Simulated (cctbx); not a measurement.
# Symmetry from intensities

Cell: a = 4.4320 Å, b = 4.4320 Å, c = 10.1930 Å, α = 90.00°, β = 90.00°, γ = 90.00°. Expected content of the cell: Ce2 Mo2 Ge6.

The data are simulated with cctbx, not measured: Mo Kα, λ = 0.71073 Å, to d = 0.75 Å, 50 % of the full sphere, strongest reflection 20000 counts, noise from counting, a 4 % proportional error and a noise floor of 15 counts (s.d.); no absorption.

Tests on the unmerged data give:

```text
995 reflections to d = 0.750 A
centring   violations  <I/sigma> of those
    A        231 of   492      8.7
    B        233 of   492      8.7
    C        242 of   498      8.1
    I          0 of   488     -0.0
    R        299 of   657      8.4
    F        353 of   741      8.5
Laue class    unique    Rint  (classes that these axes allow; Friedel mates merged)
I 1 2/m 1         250   0.040
I 1 1 2/m         244   0.037
I 2/m 1 1         258   0.039
I m m m           160   0.041
I 4/m             131   0.041
I 4/m m m          93   0.042
space group    extra absences  I>4sigma  <I/sigma>
I 4 2 2                 0          0         -  acentric
I 4 m m                 0          0         -  acentric
I -4 m 2                0          0         -  acentric
I -4 2 m                0          0         -  acentric
I 4/m m m               0          0         -  centric
Wilson B = 0.65 A^2   <|E^2-1|> = 0.544 (0.968 centric, 0.736 acentric)   E^2>4: 0.0 %
shell (A)         n   <I/sigma>
 5.10 - 1.43     16     28.6
 1.43 - 1.14     14     38.3
 1.14 - 0.99     13     28.8
 0.99 - 0.90     13     31.3
 0.90 - 0.84     13     26.2
 0.84 - 0.79     11     33.9
 0.79 - 0.75     13     33.9
```

**Question.** What are the lattice type, the Laue class and the likely space group?

The reflections that I centring forbids are absent (⟨I/σ⟩ near 0), so the lattice is I.

Rint stays low (0.037 to 0.042) up to I 4/m m m, the highest class in these axes.

5 settings pass the absence test. No glide or screw absences show, which leaves I 4 2 2, I 4 m m, I -4 m 2, I -4 2 m and I 4/m m m.

⟨|E²−1|⟩ = 0.544 leans to a non-centrosymmetric structure, or to twinning, which lowers it. The Wilson B of 0.65 Å² means U ≈ 0.0082 Å².

The true group is I4mm (no. 107), Laue class 4/mmm, non-centrosymmetric. The tables only narrow the choice to the tied entries; cell content, site symmetry and trial solutions must settle it.

The model is made up (kin elements in a known structure type, no relaxation), so it says nothing on whether the phase exists.

[Logs are printed without paths, hosts, clocks, repeated set-up lines and the standing remarks that a program may print on its own settings, such as how far it seeks lower states.]
